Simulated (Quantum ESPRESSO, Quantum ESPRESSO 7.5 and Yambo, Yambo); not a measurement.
# Quasiparticle gap of H (I4/mmm) in Yambo

How does a plane-wave GW calculation on H (I4/mmm) run from the first input to the gap?

Main program and level: Quantum ESPRESSO 7.5 and Yambo 5.3.0; PBEsol and many-body steps on it, plane waves.

### Step 1. Set-up

It takes space group I4/mmm (No. 139, tetragonal). The conventional cell has a = 4.318 Å, b = 4.318 Å, c = 3.707 Å, α = 90.00°, β = 90.00°, γ = 90.00°. H has 1 H at 0.74 Å nearest.

The cell and positions are those that the Materials Project relaxed with its own functionals (PBE, PBE+U or r2SCAN), kept fixed.

### Step 2. Ground state

This step: Quantum ESPRESSO 7.5; DFT, PBEsol, plane waves, norm-conserving pseudopotentials.

The ground-state density comes first.

File pw.in:

```
&control
  calculation = 'scf'
  prefix = 'x'
  outdir = 'o'
  pseudo_dir = 'pseudo'
/
&system
  ibrav = 0
  nat = 2
  ntyp = 1
  ecutwfc = 64.0
  nbnd = 6
  force_symmorphic = .true.
/
&electrons
  conv_thr = 1e-10
  electron_maxstep = 80
  mixing_beta = 0.5
/
ATOMIC_SPECIES
  H 1.008 H.upf
CELL_PARAMETERS angstrom
  -2.1590258100 2.1590258100 1.8533590600
  2.1590258100 -2.1590258100 1.8533590600
  2.1590258100 2.1590258100 -1.8533590600
ATOMIC_POSITIONS crystal
  H 0.8999455600 0.8999455600 0.0000000000
  H 0.1000544400 0.1000544400 0.0000000000
K_POINTS automatic
  8 8 8 0 0 0
```

Started as:

```
$ OMP_NUM_THREADS=1 mpirun -n 4 pw.x -nk 4 -in pw.in > pw.out
```

The log of the run:

```text
Program PWSCF v.7.5 starts

     This program is part of the open-source Quantum ESPRESSO suite
     for quantum simulation of materials; please cite
         "P. Giannozzi et al., J. Phys.:Condens. Matter 21 395502 (2009);
         "P. Giannozzi et al., J. Phys.:Condens. Matter 29 465901 (2017);
         "P. Giannozzi et al., J. Chem. Phys. 152 154105 (2020);
     in publications or presentations arising from this work. More details at
     Message from routine setup:
     using ibrav=0 with symmetry is DISCOURAGED, use correct ibrav instead

     G-vector sticks info

     bravais-lattice index     =            0
     lattice parameter (alat)  =       6.7497  a.u.
     unit-cell volume          =     233.2018 (a.u.)^3
     number of atoms/cell      =            2
     number of atomic types    =            1
     number of electrons       =         2.00
     number of Kohn-Sham states=            6
     kinetic-energy cutoff     =      64.0000  Ry
     charge density cutoff     =     256.0000  Ry
     scf convergence threshold =      1.0E-10
     mixing beta               =       0.5000
     number of iterations used =            8  plain     mixing
     Exchange-correlation= PBESOL
                           (   1   4  10   8   0   0   0)

     celldm(1)=   6.749716  celldm(2)=   0.000000  celldm(3)=   0.000000
     celldm(4)=   0.000000  celldm(5)=   0.000000  celldm(6)=   0.000000

     crystal axes: (cart. coord. in units of alat)
               a(1) = (  -0.604465   0.604465   0.518887 )
               a(2) = (   0.604465  -0.604465   0.518887 )
               a(3) = (   0.604465   0.604465  -0.518887 )

     reciprocal axes: (cart. coord. in units 2 pi/alat)
               b(1) = ( -0.000000  0.827178  0.963601 )
               b(2) = (  0.827178 -0.000000  0.963601 )
               b(3) = (  0.827178  0.827178  0.000000 )
     Pseudo is Norm-conserving, Zval =  1.0
     Generated using ONCVPSP code by D. R. Hamann
     Using radial grid of 1180 points,  3 beta functions with:
     H                 1.00     1.00800     H ( 1.00)

     16 Sym. Ops., with inversion, found

   Cartesian axes

     site n.     atom                  positions (alat units)
         1        H      tau(   1) = (  -0.0000000  -0.0000000   0.9339405  )
         2        H      tau(   2) = (  -0.0000000  -0.0000000   0.1038339  )

     number of k points=    59
                       cart. coord. in units 2pi/alat
        k(    1) = (   0.0000000   0.0000000   0.0000000), wk =   0.0039062
        k(    2) = (   0.1033972   0.1033972   0.0000000), wk =   0.0156250
        k(    3) = (   0.2067944   0.2067944   0.0000000), wk =   0.0156250
        k(    4) = (   0.3101916   0.3101916   0.0000000), wk =   0.0156250
        k(    5) = (  -0.4135888  -0.4135888   0.0000000), wk =   0.0078125
        k(    6) = (   0.1033972  -0.0000000   0.1204501), wk =   0.0312500
        k(    7) = (   0.2067944   0.1033972   0.1204501), wk =   0.0625000
        k(    8) = (   0.3101916   0.2067944   0.1204501), wk =   0.0625000
        k(    9) = (   0.4135888   0.3101916   0.1204501), wk =   0.0625000
        k(   10) = (   0.2067944  -0.0000000   0.2409001), wk =   0.0312500
     [... 47 further rows ...]
        k(   58) = (  -0.7237804  -0.1033972  -0.0000000), wk =   0.0156250
        k(   59) = (  -0.8271776  -0.8271776  -0.9636006), wk =   0.0039062

     Dense  grid:    16169 G-vectors     FFT dimensions: (  36,  36,  36)

     Initial potential from superposition of free atoms

     starting charge       2.0000, renormalised to       2.0000
     Starting wfcs are    2 randomized atomic wfcs +    4 random wfcs

     per-process dynamical memory:    14.8 Mb

     Self-consistent Calculation

     iteration #  1     ecut=    64.00 Ry     beta= 0.50

     total energy              =      -2.29734082 Ry
     estimated scf accuracy    <       0.11599436 Ry

     iteration #  2     ecut=    64.00 Ry     beta= 0.50

     total energy              =      -2.29328599 Ry
     estimated scf accuracy    <       0.01561074 Ry

     iteration #  3     ecut=    64.00 Ry     beta= 0.50

     total energy              =      -2.29491290 Ry
     estimated scf accuracy    <       0.00002664 Ry

     iteration #  4     ecut=    64.00 Ry     beta= 0.50

     total energy              =      -2.29491203 Ry
     estimated scf accuracy    <       0.00002182 Ry

     iteration #  5     ecut=    64.00 Ry     beta= 0.50

     total energy              =      -2.29491406 Ry
     estimated scf accuracy    <       0.00000003 Ry

     iteration #  6     ecut=    64.00 Ry     beta= 0.50

     total energy              =      -2.29491407 Ry
     estimated scf accuracy    <          3.0E-09 Ry

     iteration #  7     ecut=    64.00 Ry     beta= 0.50

     total energy              =      -2.29491407 Ry
     estimated scf accuracy    <          2.2E-10 Ry

     iteration #  8     ecut=    64.00 Ry     beta= 0.50

     End of self-consistent calculation

          k = 0.0000 0.0000 0.0000 (  2041 PWs)   bands (ev):

    -9.9530   3.0137   7.1595  10.9318  10.9318  13.2477

          k = 0.1034 0.1034 0.0000 (  2027 PWs)   bands (ev):

    -9.8628   2.7821   6.9273   9.4557  11.0367  13.4301

          k = 0.2068 0.2068 0.0000 (  2025 PWs)   bands (ev):

    -9.6326   2.1781   6.4486   7.7600  11.2155  13.2789

          k = 0.3102 0.3102 0.0000 (  2012 PWs)   bands (ev):

     [... further k-points ...]

     highest occupied, lowest unoccupied level (ev):    -8.8189    0.6206

!    total energy              =      -2.29491407 Ry
     estimated scf accuracy    <          5.3E-12 Ry

     The total energy is the sum of the following terms:
     one-electron contribution =      -1.47435556 Ry
     hartree contribution      =       0.92549866 Ry
     xc contribution           =      -1.33439078 Ry
     ewald contribution        =      -0.41166640 Ry

     convergence has been achieved in   8 iterations

     XML data file, charge density, pseudopotentials, collected wavefunctions

=------------------------------------------------------------------------------=
   JOB DONE.
=------------------------------------------------------------------------------=
```

The job ended after 3.2 s (4 MPI ranks of Arm Neoverse V1, shared host; peak memory 0.2 GiB).

This step gave:

```
total energy               : -31.22 eV
gap                        : 9.440 eV
k of the valence top       : -0.5, -0.5, -0.5
k of the conduction bottom : 0, -0.5, 0
least direct gap           : 9.657 eV
```

The gap is indirect, with the least direct gap 0.22 eV higher.

### Step 3. Bands along the symmetry lines

The cheap functional maps the bands first; the places of the edges decide which points the dearer methods must see.

File pw.in:

```
&control
  calculation = 'bands'
  prefix = 'x'
  outdir = 'o'
  pseudo_dir = 'pseudo'
/
&system
  ibrav = 0
  nat = 2
  ntyp = 1
  ecutwfc = 64.0
  nbnd = 7
  force_symmorphic = .true.
/
&electrons
  conv_thr = 1e-9
  electron_maxstep = 80
  diago_full_acc = .true.
  diago_thr_init = 5e-6
/
ATOMIC_SPECIES
  H 1.008 H.upf
CELL_PARAMETERS angstrom
  -2.1590258100 2.1590258100 1.8533590600
  2.1590258100 -2.1590258100 1.8533590600
  2.1590258100 2.1590258100 -1.8533590600
ATOMIC_POSITIONS crystal
  H 0.8999455600 0.8999455600 0.0000000000
  H 0.1000544400 0.1000544400 0.0000000000
K_POINTS crystal
  67
  0.00000000 0.00000000 0.00000000 1
  0.00000000 0.00000000 0.06250000 1
  0.00000000 0.00000000 0.12500000 1
  0.00000000 0.00000000 0.18750000 1
  0.00000000 0.00000000 0.25000000 1
  0.00000000 0.00000000 0.31250000 1
  0.00000000 0.00000000 0.37500000 1
  0.00000000 0.00000000 0.43750000 1
  -0.00000000 0.00000000 0.50000000 1
  -0.06250000 0.06250000 0.50000000 1
  -0.12500000 0.12500000 0.50000000 1
  -0.18750000 0.18750000 0.50000000 1
  -0.25000000 0.25000000 0.50000000 1
  -0.31250000 0.31250000 0.50000000 1
  -0.37500000 0.37500000 0.50000000 1
  -0.43750000 0.43750000 0.50000000 1
  -0.50000000 0.50000000 0.50000000 1
  -0.43750000 0.43750000 0.43750000 1
  -0.37500000 0.37500000 0.37500000 1
  -0.31250000 0.31250000 0.31250000 1
  -0.25000000 0.25000000 0.25000000 1
  -0.18750000 0.18750000 0.18750000 1
  -0.12500000 0.12500000 0.12500000 1
  -0.06250000 0.06250000 0.06250000 1
  0.00000000 0.00000000 0.00000000 1
  0.05427785 0.05427785 -0.05427785 1
  0.10855571 0.10855571 -0.10855571 1
  0.16283357 0.16283357 -0.16283357 1
  0.21711142 0.21711142 -0.21711142 1
  0.27138927 0.27138927 -0.27138927 1
  0.32566713 0.32566713 -0.32566713 1
  0.37994499 0.37994499 -0.37994499 1
  0.43422284 0.43422284 -0.43422284 1
  -0.43422284 0.56577716 0.43422284 1
  -0.44244499 0.55755502 0.44244499 1
  -0.45066713 0.54933287 0.45066713 1
  -0.45888927 0.54111073 0.45888927 1
  -0.46711142 0.53288858 0.46711142 1
  -0.47533357 0.52466643 0.47533357 1
  -0.48355571 0.51644429 0.48355571 1
  -0.49177785 0.50822214 0.49177785 1
  -0.50000000 0.50000000 0.50000000 1
  0.00000000 0.00000000 0.50000000 1
  0.03125000 0.03125000 0.46875000 1
  0.06250000 0.06250000 0.43750000 1
  0.09375000 0.09375000 0.40625000 1
  0.12500000 0.12500000 0.37500000 1
  0.15625000 0.15625000 0.34375000 1
  0.18750000 0.18750000 0.31250000 1
  0.21875000 0.21875000 0.28125000 1
  0.25000000 0.25000000 0.25000000 1
  0.21875000 0.28125000 0.21875000 1
  0.18750000 0.31250000 0.18750000 1
  0.15625000 0.34375000 0.15625000 1
  0.12500000 0.37500000 0.12500000 1
  0.09375000 0.40625000 0.09375000 1
  0.06250000 0.43750000 0.06250000 1
  0.03125000 0.46875000 0.03125000 1
  0.00000000 0.50000000 0.00000000 1
  0.00000000 0.43750000 0.00000000 1
  0.00000000 0.37500000 0.00000000 1
  0.00000000 0.31250000 0.00000000 1
  0.00000000 0.25000000 0.00000000 1
  0.00000000 0.18750000 0.00000000 1
  0.00000000 0.12500000 0.00000000 1
  0.00000000 0.06250000 0.00000000 1
  0.00000000 0.00000000 0.00000000 1
```

The log of the run:

```text
[banner, memory and clock lines left out]
Program PWSCF v.7.5 starts

     Atomic positions and unit cell read from directory:
     o/x.save/

     Message from routine setup:
     using ibrav=0 with symmetry is DISCOURAGED, use correct ibrav instead

     G-vector sticks info

     bravais-lattice index     =            0
     lattice parameter (alat)  =       6.7497  a.u.
     unit-cell volume          =     233.2018 (a.u.)^3
     number of atoms/cell      =            2
     number of atomic types    =            1
     number of electrons       =         2.00
     number of Kohn-Sham states=            7
     kinetic-energy cutoff     =      64.0000  Ry
     charge density cutoff     =     256.0000  Ry
     Exchange-correlation= PBESOL
                           (   1   4  10   8   0   0   0)

     celldm(1)=   6.749716  celldm(2)=   0.000000  celldm(3)=   0.000000
     celldm(4)=   0.000000  celldm(5)=   0.000000  celldm(6)=   0.000000

     crystal axes: (cart. coord. in units of alat)
               a(1) = (  -0.604465   0.604465   0.518887 )
               a(2) = (   0.604465  -0.604465   0.518887 )
               a(3) = (   0.604465   0.604465  -0.518887 )

     reciprocal axes: (cart. coord. in units 2 pi/alat)
               b(1) = ( -0.000000  0.827178  0.963601 )
               b(2) = (  0.827178 -0.000000  0.963601 )
               b(3) = (  0.827178  0.827178  0.000000 )
     Pseudo is Norm-conserving, Zval =  1.0
     Generated using ONCVPSP code by D. R. Hamann
     Using radial grid of 1180 points,  3 beta functions with:
     H                 1.00     1.00800     H ( 1.00)

     16 Sym. Ops., with inversion, found

   Cartesian axes

     site n.     atom                  positions (alat units)
         1        H      tau(   1) = (  -0.0000000  -0.0000000   0.9339405  )
         2        H      tau(   2) = (  -0.0000000  -0.0000000   0.1038339  )

     number of k points=    67
                       cart. coord. in units 2pi/alat
        k(    1) = (   0.0000000   0.0000000   0.0000000), wk =   0.0298507
        k(    2) = (   0.0516986   0.0516986   0.0000000), wk =   0.0298507
        k(    3) = (   0.1033972   0.1033972   0.0000000), wk =   0.0298507
[...]
[... 55 further rows ...]
        k(   66) = (   0.0516986  -0.0000000   0.0602250), wk =   0.0298507
        k(   67) = (   0.0000000   0.0000000   0.0000000), wk =   0.0298507

     Dense  grid:    16169 G-vectors     FFT dimensions: (  36,  36,  36)

     The potential is recalculated from file :
     o/x.save/charge-density

     Starting wfcs are    2 randomized atomic wfcs +    5 random wfcs

     Band Structure Calculation

     End of band structure calculation

          k = 0.0000 0.0000 0.0000 (  2041 PWs)   bands (ev):

    -9.9530   3.0137   7.1595  10.9318  10.9318  13.2477  14.0113

          k = 0.0517 0.0517 0.0000 (  2037 PWs)   bands (ev):

    -9.9298   2.9546   7.0968  10.4053  10.9601  13.7214  13.8411

          k = 0.1034 0.1034 0.0000 (  2027 PWs)   bands (ev):

    -9.8628   2.7821   6.9273   9.4557  11.0367  13.4301  14.4410

[...]
k = 0.6721 0.1551-0.0000 (  2002 PWs)   bands (ev):

[...]
k = 0.7238-0.0000 0.0000 (  2002 PWs)   bands (ev):

[...]
k = 0.5170-0.0000-0.0000 (  2008 PWs)   bands (ev):

[...]
k =-0.0000-0.0000 0.1046 (  2009 PWs)   bands (ev):

[...]
k =-0.0000-0.0000 0.6276 (  2013 PWs)   bands (ev):

[...]
k = 0.8272-0.0000 0.1268 (  2013 PWs)   bands (ev):

[...]
k = 0.8272-0.0000 0.0792 (  2021 PWs)   bands (ev):

[...]
k = 0.4136 0.0517 0.4818 (  2018 PWs)   bands (ev):

[...]
k = 0.1034-0.0000 0.1205 (  2023 PWs)   bands (ev):

[...]
k = 0.0517-0.0000 0.0602 (  2023 PWs)   bands (ev):

    -9.9226   2.8899   7.1832  10.6334  10.9261  13.5008  13.8514

          k = 0.0000 0.0000 0.0000 (  2041 PWs)   bands (ev):

    -9.9530   3.0137   7.1595  10.9318  10.9318  13.2477  14.0114

     XML data file, pseudopotentials, collected wavefunctions
```

Elapsed: 2.1 s, on 4 MPI ranks; peak memory 0.18 GiB; 8.1 s of CPU time.

Numbers from this step:

```
gap                        : 9.437 eV
k of the valence top       : -0.4424, 0.5576, 0.4424
k of the conduction bottom : 0, 0.5, 0
least direct gap           : 9.657 eV
```

The gap is 9.437 eV, −0.002 eV from the run before at this level.

Electronic bands along the path, in eV, zero at the top of the highest filled band; v1 is the highest filled band, c1 the lowest empty one:

```csv
point,v1,c1,c2,c3,c4
Γ,-1.14,11.83,15.98,19.75,19.75
halfway,-0.82,10.99,15.27,16.58,20.03
X,-0.45,10.05,14.72,15.25,19.99
halfway,-0.24,11.01,13.77,13.96,18.22
M,0.00,13.10,13.15,13.15,15.16
halfway,-0.54,11.11,14.40,15.09,17.91
Γ,-1.14,11.83,15.98,19.75,19.75
halfway,-0.44,9.83,16.48,16.48,18.24
Z,0.00,12.05,13.33,13.33,15.35
jump to Z0,0.00,12.05,13.33,13.33,15.35
halfway,0.00,12.75,13.19,13.19,15.21
M,0.00,13.10,13.15,13.15,15.16
jump to X,-0.45,10.05,14.72,15.25,19.99
halfway,-0.31,10.72,11.71,16.08,18.92
P,-0.16,10.46,12.74,12.74,21.21
halfway,-0.19,9.82,13.49,14.23,19.21
N,-0.22,9.44,14.88,16.28,16.93
halfway,-0.71,10.50,15.65,17.81,18.25
Γ,-1.14,11.83,15.98,19.75,19.75
```

The electronic bands as a text plot (rows in eV, shown from -1.1 to 15.4 only; labels by their first letter):

```
   15.1 |   +++++++    +    +++         +   ++   +       ++++
   14.4 |       +++        ++            +        +   +++
   13.7 |          ++     ++              ++  +    +  +
   13.0 |            +++++                  ++ +    ++
   12.3 |            +  ++                  +   +  +
   11.6 |+++        +     +    +++++              +            ++
   10.9 |   ++     +       ++++     +     ++     ++           +
   10.3 |     +++++                  +   +    +++  +++      ++
    9.6 |                             +++             ++++++
    8.9 |
    8.2 |
    7.5 |
    6.8 |
    6.1 |
    5.4 |
    4.7 |
    4.0 |
    3.4 |
    2.7 |
    2.0 |
    1.3 |
    0.6 |
   -0.1 |        ***********          **********************
   -0.8 |********           **********                      *****
         Γ      X      M         Γ         ZM|X    P     N      Γ
```

[end of part 1 of 3]

[Paths, hosts, dates, memory and timing lines, banners, echoed tables and standing remarks are left out of the program output.]

[Logs are printed without paths, hosts, clocks, repeated set-up lines and the standing remarks that a program may print on its own settings, such as how far it seeks lower states.]

[Runs of the session that timed out or met a known fault of the program may be left out.]

[Hosts, paths, dates, database ids (printed as entryN), source tags and the programs' standing remarks are cut or masked in the printed files.]
